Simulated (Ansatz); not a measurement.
# What PtC (model cell, started as CsCl type) distorts into, part 2 of 3

Which phase does PtC (model cell, started as CsCl type) fall into along its unstable mode, and how much energy does it gain?

Ansatz 0.2.0; DFT PBEsol, scalar-relativistic, plane waves, PAW.

So far, highest frequency on the path or at a solved wavevector (cm⁻¹): step 2 (response at finite wavevector) 344. Also lowest frequency on the path (cm⁻¹): step 2 -283.

The structure was built from a prototype and need not be the compound's stable phase.

## Step 5: Energy along the mode, all amplitudes (two of the runs are shown above)

An imaginary frequency means negative curvature, so the energy should fall and then rise again as anharmonic terms take over.

Numbers from this step:

```
depth at the lowest point sampled  : 43.06 meV/atom
largest atomic shift at that point : 0.32 Å
```

Energy from the parent against largest atomic shift:

```
largest atomic shift (Å)  energy from the parent (meV/atom)
                   0.000                                  0
                   0.040                              -1.39
                   0.080                              -5.39
                   0.140                              -15.1
                   0.220                              -30.6
                   0.320                              -43.1
                   0.450                              -23.2
                   0.600                               89.1
```

Displacement at unit largest shift by atom:

| atom | x (Å) | y (Å) | z (Å) | size |
| --- | --- | --- | --- | --- |
| Pt1 | 0.000 | 0.044 | 0.044 | 0.062 |
| C2 | 0.000 | -0.707 | -0.707 | 1.000 |

The lowest of the steps tried is at 0.32 Å, 43.1 meV/atom below the parent; the bottom of the well need not coincide with a step.

## Step 6: Relaxing from the distorted cell

Starting from the lowest point found, all atoms and the cell are let go, so that strain and other modes of the same symmetry can join in.

Input file input.yaml:

```yaml
crystal:
  lattice:
    - [2.7712460625, 0.0, 0.0]
    - [0.0, 2.7712460625, 0.0]
    - [0.0, 0.0, 2.7712460625]
  atoms:
    - { symbol: Pt, position: [0.0, 0.0050270986, 0.0050270986] }
    - { symbol: C, position: [0.5, 0.4183493039, 0.4183493039] }
kpoints:
  mp_grid: { grid: [16, 16, 16] }
hamiltonian:
  xc: pbesol
scf:
  occupations: { method: methfessel_paxton, width: 0.15 }
output:
  forces: true
  stress: true
  eigenvalues: true
relax:
  adjacent_minimum: "off"
  f_tol: 0.002
  max_steps: 120
  cell: { stress_tol: 0.03 }
```

Launch:

```console
$ ansatz run input.yaml --threads 4 --pin off --max-ram 7168MiB --backend cpu --events-out ev --progress --plain --runs-dir out
```

Numbers of over 12 decimals in the logs are rounded to 6 here.

The program printed:

```text
[...]
Crystal: 2 atoms, lattice volume = 21.283 Å³
Basis set: ecut = 420 eV, 437 PW (Γ), exchange–correlation on 40×40×40 points (8 copies of the dense FFT grid, shifted against one another)
Bands: 15, of which v1, the nominal top of the filled ones, is band 11 counted from 1 (10 counted from 0)
Symmetry: 4 space group operations
[...]
k-points: 657 of 4096 (time reversal used)
[...]
SCF iter   1: F=—  HF=-12626.743968 eV  |F-HF|=—  |Δ(HF+E_count)|=         —  Δρ=9.55e-3  dr2=1.02e-2  ethr=1.77e-3  ⟨swp⟩=4.9  Hψ=44602  notcnv=0
[...]
SCF iter   6: F=-12626.742333 eV  HF=-12626.742333 eV  |F-HF|=2.44e-9  |Δ(HF+E_count)|=   7.35e-8  S|Δr|=    0.00e0  Δρ=8.10e-6  dr2=6.58e-9  ethr=4.55e-10  ⟨swp⟩=5.0  Hψ=41628  notcnv=0
SCF 1 converged in 6 iterations: F = -12626.742333 eV  dr2 = 6.58e-9
[...]
relax step   1: F+E_penalty+E_count = -12626.74233276 eV  Δ(F+E_penalty+E_count) = +0.000e0 eV  max|allowed force component| = 4.964e-2 eV/Å  Δτ_max = 0.0000 Å  P = +9.712 GPa  Ω = 21.283 Å³  (6 SCF iters, dr2 threshold 1.00e-7 eV, accepted)
Crystal: 2 atoms, lattice volume = 22.676 Å³
Basis set: ecut = 420 eV, 449 PW (Γ), exchange–correlation on 40×40×40 points (8 copies of the dense FFT grid, shifted against one another)
[...]
SCF iter   5: F=-12626.795982 eV  HF=-12626.795982 eV  |F-HF|=2.73e-8  |Δ(HF+E_count)|=   5.98e-7  S|Δr|=    0.00e0  Δρ=2.50e-5  dr2=7.24e-8  ethr=9.09e-10  ⟨swp⟩=5.7  Hψ=45036  notcnv=0
SCF 2 converged in 5 iterations: F = -12626.795982 eV  dr2 = 7.24e-8
relax step   2: F+E_penalty+E_count = -12626.79598235 eV  Δ(F+E_penalty+E_count) = -5.365e-2 eV  max|allowed force component| = 2.960e-1 eV/Å  Δτ_max = 0.0305 Å  P = -3.890 GPa  Ω = 22.676 Å³  energy of the carried Pulay correction = -2.154e-3 eV  (5 SCF iters, dr2 threshold 2.00e-7 eV, accepted)
Crystal: 2 atoms, lattice volume = 23.244 Å³
Basis set: ecut = 420 eV, 461 PW (Γ), exchange–correlation on 40×40×40 points (8 copies of the dense FFT grid, shifted against one another)
[...]
SCF iter   5: F=-12626.860820 eV  HF=-12626.860820 eV  |F-HF|=4.54e-9  |Δ(HF+E_count)|=   9.32e-8  S|Δr|=    0.00e0  Δρ=2.88e-5  dr2=5.74e-8  ethr=9.09e-10  ⟨swp⟩=5.1  Hψ=44238  notcnv=0
SCF 3 converged in 5 iterations: F = -12626.860820 eV  dr2 = 5.74e-8
relax step   3: F+E_penalty+E_count = -12626.86081990 eV  Δ(F+E_penalty+E_count) = -6.484e-2 eV  max|allowed force component| = 2.994e-1 eV/Å  Δτ_max = 0.0387 Å  P = -6.679 GPa  Ω = 23.244 Å³  energy of the carried Pulay correction = -2.994e-3 eV  (5 SCF iters, dr2 threshold 2.00e-7 eV, accepted)
[... from here on, the SCF cycles and remarks between the steps are left out ...]
relax step   4: F+E_penalty+E_count = -12626.98658396 eV  Δ(F+E_penalty+E_count) = -1.258e-1 eV  max|allowed force component| = 1.802e-1 eV/Å  Δτ_max = 0.0447 Å  P = -8.516 GPa  Ω = 23.574 Å³  energy of the carried Pulay correction = -3.473e-3 eV  (5 SCF iters, dr2 threshold 2.00e-7 eV, accepted)
relax step   5: F+E_penalty+E_count = -12627.14361361 eV  Δ(F+E_penalty+E_count) = -1.570e-1 eV  max|allowed force component| = 1.584e-2 eV/Å  Δτ_max = 0.0351 Å  P = -8.401 GPa  Ω = 23.385 Å³  energy of the carried Pulay correction = -3.199e-3 eV  (5 SCF iters, dr2 threshold 2.00e-7 eV, accepted)
relax step   6: F+E_penalty+E_count = -12627.27899283 eV  Δ(F+E_penalty+E_count) = -1.354e-1 eV  max|allowed force component| = 2.360e-1 eV/Å  Δτ_max = 0.0089 Å  P = -1.639 GPa  Ω = 22.383 Å³  energy of the carried Pulay correction = -1.713e-3 eV  (5 SCF iters, dr2 threshold 2.00e-7 eV, accepted)
relax step   7: F+E_penalty+E_count = -12627.36479770 eV  Δ(F+E_penalty+E_count) = -8.580e-2 eV  max|allowed force component| = 2.387e-1 eV/Å  Δτ_max = 0.0042 Å  P = +4.968 GPa  Ω = 21.478 Å³  energy of the carried Pulay correction = -3.104e-4 eV  (5 SCF iters, dr2 threshold 2.00e-7 eV, accepted)
relax step   8: F+E_penalty+E_count = -12627.38760724 eV  Δ(F+E_penalty+E_count) = -2.281e-2 eV  max|allowed force component| = 6.797e-2 eV/Å  Δτ_max = 0.0314 Å  P = +1.582 GPa  Ω = 21.519 Å³  energy of the carried Pulay correction = -3.761e-4 eV  (5 SCF iters, dr2 threshold 2.00e-7 eV, accepted)
relax step   9: F+E_penalty+E_count = -12627.39357981 eV  Δ(F+E_penalty+E_count) = -5.973e-3 eV  max|allowed force component| = 1.012e-2 eV/Å  Δτ_max = 0.0157 Å  P = -0.691 GPa  Ω = 21.603 Å³  energy of the carried Pulay correction = -5.074e-4 eV  (5 SCF iters, dr2 threshold 2.00e-7 eV, accepted)
relax step  10: F+E_penalty+E_count = -12627.39379461 eV  Δ(F+E_penalty+E_count) = -2.148e-4 eV  max|allowed force component| = 1.512e-4 eV/Å  Δτ_max = 0.0018 Å  P = +0.034 GPa  Ω = 21.557 Å³  energy of the carried Pulay correction = -4.359e-4 eV  (4 SCF iters, dr2 threshold 2.00e-7 eV, accepted)
relax step  11: F+E_penalty+E_count = -12627.39379135 eV  Δ(F+E_penalty+E_count) = +3.255e-6 eV  max|allowed force component| = 5.642e-5 eV/Å  Δτ_max = 0.0000 Å  P = -0.001 GPa  Ω = 21.560 Å³  energy of the carried Pulay correction = -4.396e-4 eV  (3 SCF iters, dr2 threshold 7.60e-9 eV, accepted)
relax step  12: F+E_penalty+E_count = -12627.47697772 eV  Δ(F+E_penalty+E_count) = -8.319e-2 eV  max|allowed force component| = 2.512e-2 eV/Å  Δτ_max = 0.0000 Å  P = +4.475 GPa  Ω = 21.560 Å³  stress off target by 1.21e1 GPa  SCF on the basis re-selected at this cell (its energy is not comparable with the rows above)  (7 SCF iters)
relax step  13: F+E_penalty+E_count = -12627.51148990 eV  Δ(F+E_penalty+E_count) = -3.451e-2 eV  max|allowed force component| = 1.064e-2 eV/Å  Δτ_max = 0.0116 Å  P = +1.428 GPa  Ω = 21.789 Å³  energy of the carried Pulay correction = -4.462e-4 eV  (5 SCF iters, dr2 threshold 2.00e-7 eV, accepted)
relax step  14: F+E_penalty+E_count = -12627.52279199 eV  Δ(F+E_penalty+E_count) = -1.130e-2 eV  max|allowed force component| = 1.708e-2 eV/Å  Δτ_max = 0.0107 Å  P = +0.571 GPa  Ω = 21.874 Å³  energy of the carried Pulay correction = -6.429e-4 eV  (5 SCF iters, dr2 threshold 2.00e-7 eV, accepted)
relax step  15: F+E_penalty+E_count = -12627.52285441 eV  Δ(F+E_penalty+E_count) = -6.243e-5 eV  max|allowed force component| = 4.968e-3 eV/Å  Δτ_max = 0.0018 Å  P = +0.042 GPa  Ω = 21.919 Å³  energy of the carried Pulay correction = -7.255e-4 eV  (4 SCF iters, dr2 threshold 2.00e-7 eV, accepted)
relax step  16: F+E_penalty+E_count = -12627.52286476 eV  Δ(F+E_penalty+E_count) = -1.034e-5 eV  max|allowed force component| = 4.284e-4 eV/Å  Δτ_max = 0.0005 Å  P = -0.008 GPa  Ω = 21.920 Å³  energy of the carried Pulay correction = -7.298e-4 eV  (3 SCF iters, dr2 threshold 6.93e-8 eV, accepted)
relax step  17: F+E_penalty+E_count = -12627.52445709 eV  Δ(F+E_penalty+E_count) = -1.592e-3 eV  max|allowed force component| = 3.171e-4 eV/Å  Δτ_max = 0.0000 Å  P = +0.030 GPa  Ω = 21.920 Å³  stress off target by 2.27e-1 GPa  SCF on the basis re-selected at this cell (its energy is not comparable with the rows above)  (5 SCF iters)
relax step  18: F+E_penalty+E_count = -12627.52447833 eV  Δ(F+E_penalty+E_count) = -2.124e-5 eV  max|allowed force component| = 8.326e-5 eV/Å  Δτ_max = 0.0003 Å  P = +0.005 GPa  Ω = 21.924 Å³  energy of the carried Pulay correction = -5.180e-6 eV  (3 SCF iters, dr2 threshold 1.29e-7 eV, accepted)
[...]
SCF iter   4: F=-12627.524487 eV  HF=-12627.524487 eV  |F-HF|=1.09e-11  |Δ(HF+E_count)|=  4.18e-11  S|Δr|=    0.00e0  Δρ=1.23e-7  dr2=1.38e-12  ethr=1.00e-12  ⟨swp⟩=6.6  Hψ=48458  notcnv=0
SCF 19 converged in 4 iterations: F = -12627.524487 eV  dr2 = 1.38e-12
relax step  19: F+E_penalty+E_count = -12627.52448707 eV  Δ(F+E_penalty+E_count) = -8.742e-6 eV  max|allowed force component| = 9.600e-5 eV/Å  Δτ_max = 0.0000 Å  P = +0.004 GPa  Ω = 21.924 Å³  stress off target by 1.98e-2 GPa  SCF on the basis re-selected at this cell (its energy is not comparable with the rows above)  (4 SCF iters)
[...]
SCF converged after 4 iterations
[...]
Free energy (F): -12627.524487 eV
[...]
Internal energy: -12627.524749 eV  (E = F + TS)
E sigma→0 (E₀):  -12627.524553 eV
Entropy (-TS):   0.000262 eV (0.131 meV/atom)
Fermi energy:    20.127423 eV
[...]
--- Forces (eV/Å), atoms counted from 1 ---
  atom   1  Pt     0.00000000     0.00009582     0.00009582
  atom   2  C      0.00000000    -0.00009618    -0.00009618
  max |Σ_I F_I| component: 3.59e-7 eV/Å
--- Stress (GPa, compression-positive) ---
        0.001305      -0.000000       0.000000
       -0.000000       0.005594       0.014186
       -0.000000       0.014186       0.005594
  P = ⅓ Tr σ = 0.0042 GPa (0.042 kbar)
--- Band table (eV; the first three rows and the last of 657) ---
  k-point 0: bands = [... 7 lower, 14.2931, 17.5695, 17.5701, 19.0602, 22.5722, 22.5743, 24.4636, 32.3985]
  k-point 1: bands = [... 7 lower, 14.3680, 17.1893, 17.5541, 19.4922, 22.2902, 22.4709, 24.7560, 32.0722]
  k-point 2: bands = [... 7 lower, 14.5906, 16.5342, 17.5093, 20.2931, 21.6674, 22.1828, 25.3877, 31.6256]
  k-point 656: bands = [... 7 lower, 14.3172, 17.7770, 18.3591, 19.0198, 21.7528, 24.3240, 24.4889, 29.7473]
--- Relaxed structure (16 steps of the walk, 16 accepted, 3 SCFs on fresh bases) ---
  F+E_penalty+E_count = -12627.52448707 eV   max|allowed force component| = 9.600e-5 eV/Å   (the final SCF, on the basis selected at the relaxed cell)
  cell:  # Å, volume = 21.9237 Å³
    - [2.846014, 0, 0]
    - [0, 2.880744, 0.771606]
    - [0, 0.771606, 2.880744]
  atoms:
    - { symbol: Pt, position: [0, 0.045010, 0.045010] }
    - { symbol: C, position: [0.5, 0.378367, 0.378367] }
```

Wall time 81 s (4 threads of Arm Neoverse V2, shared host); peak memory 0.56 GiB.

The steps of the relaxation:

```
step  energy less that of the first step (eV)  largest force component (eV/Å)  pressure (GPa)  volume (Å³)
   1                                   0.0000                          0.0496            9.71        21.28
   2                                  -0.0536                          0.2960           -3.89        22.68
   3                                  -0.1185                          0.2994           -6.68        23.24
   4                                  -0.2443                          0.1802           -8.52        23.57
   5                                  -0.4013                          0.0158           -8.40        23.38
   6                                  -0.5367                          0.2360           -1.64        22.38
   7                                  -0.6225                          0.2387            4.97        21.48
   8                                  -0.6453                          0.0680            1.58        21.52
   9                                  -0.6512                          0.0101           -0.69        21.60
  10                                  -0.6515                          0.0002            0.03        21.56
  11                                  -0.6515                          0.0001            0.00        21.56
 12*                                  -0.7346                          0.0251            4.48        21.56
  13                                  -0.7692                          0.0106            1.43        21.79
  14                                  -0.7805                          0.0171            0.57        21.87
  15                                  -0.7805                          0.0050            0.04        21.92
  16                                  -0.7805                          0.0004           -0.01        21.92
 17*                                  -0.7821                          0.0003            0.03        21.92
  18                                  -0.7821                          0.0001            0.00        21.92
 19*                                  -0.7822                          0.0001            0.00        21.92
```

Relaxation steps marked * repeat the geometry before them on a plane-wave basis chosen anew for their cell, so energy and pressure can jump there.

Forces are held to the 4 operations that the run works with; a distortion that breaks them can't arise in this run.

```csv
cell as run,before,after,change
a (Å),2.771,2.846,+2.7 %
b (Å),2.771,2.982,+7.6 %
c (Å),2.771,2.982,+7.6 %
α (°),90.00,60.01,-33.3 %
volume (Å³/atom),10.64,10.96,+3.0 %
```

The atoms that moved most (Å, as changes of fractional coordinates times the final cell):

```
atom     dx      dy      dz  length
 Pt1  0.000   0.146   0.146   0.207
  C2  0.000  -0.146  -0.146   0.207
```

Final coordinates:

```xyz
2
Lattice="2.8460 0.0000 0.0000 0.0000 2.8807 0.7716 0.0000 0.7716 2.8807" Properties=species:S:1:pos:R:3 pbc="T T T"
Pt    0.0000    0.1644    0.1644
C     1.4230    1.3819    1.3819
```

This step gave:

* pressure: 0.004164 GPa
* volume per atom: 10.96 Å³

The distorted start has space group Amm2; the relaxation ends in P-6m2.

## Step 7: The new phase in its own primitive cell

The relaxed structure is symmetrised, reduced to its primitive cell and relaxed tightly, as its phonons need.

input.yaml, the sections that differ from step 6:

```yaml
crystal:
  lattice:
    - [2.9822915832, 0.0, 0.0]
    - [-1.4911457916, 2.5827402725, 0.0]
    - [0.0, 0.0, 2.8460135702]
  atoms:
    - { symbol: Pt, position: [0.0, 0.0, 0.0] }
    - { symbol: C, position: [0.3333333333, 0.6666666667, 0.5] }
kpoints:
  mp_grid: { grid: [15, 15, 12] }
relax:
  adjacent_minimum: "off"
  f_tol: 0.001
  max_steps: 60
  cell: { stress_tol: 0.01 }
# hamiltonian, scf, output: as in step 6
```

The program printed:

```text
[...]
Crystal: 2 atoms, lattice volume = 21.921 Å³
Basis set: ecut = 420 eV, 405 PW (Γ), exchange–correlation on 40×40×40 points (8 copies of the dense FFT grid, shifted against one another)
Bands: 15, of which v1, the nominal top of the filled ones, is band 11 counted from 1 (10 counted from 0)
Symmetry: 12 space group operations
[...]
k-points: 189 of 2700 (time reversal used)
[...]
k-point 188: bands = [... 7 lower, 16.1067, 16.5379, 18.6413, 20.6548, 21.7938, 24.5186, 24.5435, 26.1481]
--- Relaxed structure (3 steps of the walk, 3 accepted, 1 SCFs on fresh bases) ---
[...]
cell:  # Å, volume = 21.9183 Å³
    - [2.981818, 0.0, 0.0]
    - [-1.490909, 2.582330, 0.0]
    - [0.0, 0.0, 2.846517]
  atoms:
    - { symbol: Pt, position: [0.0, -3.700743415524894e-17, 0.0] }
    - { symbol: C, position: [0.333333, 0.666667, 0.5] }
[key lines of the parts left out:]
SCF converged after 4 iterations
Free energy (F): -12627.526327 eV
Fermi energy:    20.133890 eV
P = ⅓ Tr σ = 0.0004 GPa (0.004 kbar)
```

Wall time 5.4 s (4 threads); peak memory 0.39 GiB; 20 s of CPU time.

Little changed from the start: no atom moved by 0.005 Å and no cell edge by 0.1 %.

Numbers from this step:

```
pressure : 4.36e-4 GPa
```

The forces vanish by symmetry and the pressure is 0.000 GPa, within the tolerances set. The cell now holds 10.96 Å³/atom.

[end of part 2 of 3]

[Logs are printed without paths, hosts, clocks, repeated set-up lines and the standing remarks that a program may print on its own settings, such as how far it seeks lower states.]

[Hosts, paths, dates, database ids (printed as entryN), source tags and the programs' standing remarks are cut or masked in the printed files.]
